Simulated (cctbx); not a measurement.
**Diagnosing a refinement**

Cell a = 6.7690 Å, b = 4.1760 Å, c = 7.0530 Å, α = 90.00°, β = 90.00°, γ = 90.00°; space group Pnma (no. 62). The compound is ErTiCo.

Simulated single-crystal data (cctbx): synchrotron X-rays, λ = 0.7749 Å, to d = 0.8 Å, 95 % of the full sphere, strongest reflection 70000 counts, noise from counting, a 4 % proportional error and a noise floor of 8 counts (s.d.); no absorption.

An anisotropic refinement with weights 1/σ² prints:

```text
Rint 0.031, 59 unique reflections to 1.30 A
cycle     R1     wR2    GooF  max shift (A)
   1  0.0089  0.0215   1.112   0.00152
   2  0.0078  0.0168   0.870   0.00000
final R1 0.0078 wR2 0.0168 GooF 0.870  parameters 18  data/parameter 3.3
atom        x        y        z      Ueq    occ   su(xyz)  su(Uiso or U11)
Er1    0.51973  0.75000  0.18316   0.0152  1.000  0.00006  0.0007
Co1    0.36228  0.75000  0.56502   0.0231  1.000  0.00018  0.0014
Ti1    0.20553  0.75000  0.89273   0.0188  1.000  0.00023  0.0015
difference map: max 0.23 min -0.27 rms 0.09
Q1    0.0233  0.2500  0.3053    4    0.25  1.86 A from Co1
Q2    0.2229  0.7500  0.0905    4    0.21  1.40 A from Ti1
Q3    0.0691  0.0096  0.1454    8    0.19  1.24 A from Co1
Q4    0.1108  0.9776  0.5069    8    0.18  1.75 A from Er1
Q5    0.1858  0.0502  0.8774    8    0.14  1.27 A from Ti1
Q6    0.1750  0.5622  0.1204    8    0.14  1.38 A from Co1
```

**Question.** Can this result stand? If not, what is the likely fault?

Mend it. The fault: data cut at low resolution. Against the right model at the same level, R1 goes from 0.0081 to 0.0078 and GooF from 0.85 to 0.87. The atoms are right, but there are too few data for the parameters: R1 flatters and the s.u.s grow. Data per parameter fall from 12.8 to 3.3.

The compound is ErTiCo. The right model at the same level gives:

```text
Rint 0.033, 231 unique reflections to 0.80 A
cycle     R1     wR2    GooF  max shift (A)
   1  0.0083  0.0191   0.881   0.00008
   2  0.0081  0.0185   0.853   0.00000
final R1 0.0081 wR2 0.0185 GooF 0.853  parameters 18  data/parameter 12.8
atom        x        y        z      Ueq    occ   su(xyz)  su(Uiso or U11)
Er1    0.51971  0.75000  0.18311   0.0150  1.000  0.00002  0.0001
Co1    0.36218  0.75000  0.56506   0.0239  1.000  0.00007  0.0003
Ti1    0.20545  0.75000  0.89252   0.0192  1.000  0.00009  0.0003
difference map: max 0.41 min -0.48 rms 0.13
Q1    0.0283  0.0672  0.0869    8    0.41  1.08 A from Co1
Q2    0.0408  0.2500  0.3383    4    0.38  1.76 A from Ti1
Q3    0.2270  0.7500  0.0983    4    0.36  1.46 A from Ti1
Q4    0.1111  0.0000  0.5000    8    0.36  1.77 A from Er1
Q5    0.1061  0.7500  0.5218    4    0.34  1.56 A from Er1
Q6    0.0552  0.0295  0.2155    8    0.32  1.39 A from Er1
```

Isotropic U is held between 0.0001 and 1 Å² by the program, and listed peak heights are interpolated, so they can pass the grid's maximum.

The model was made for the exercise: a known structure type with other elements put in, its volume estimated, not relaxed; displacement parameters are assumed.

[Middle refinement cycles are left out of these outputs.]

[Logs are printed without paths, hosts, clocks, repeated set-up lines and the standing remarks that a program may print on its own settings, such as how far it seeks lower states.]
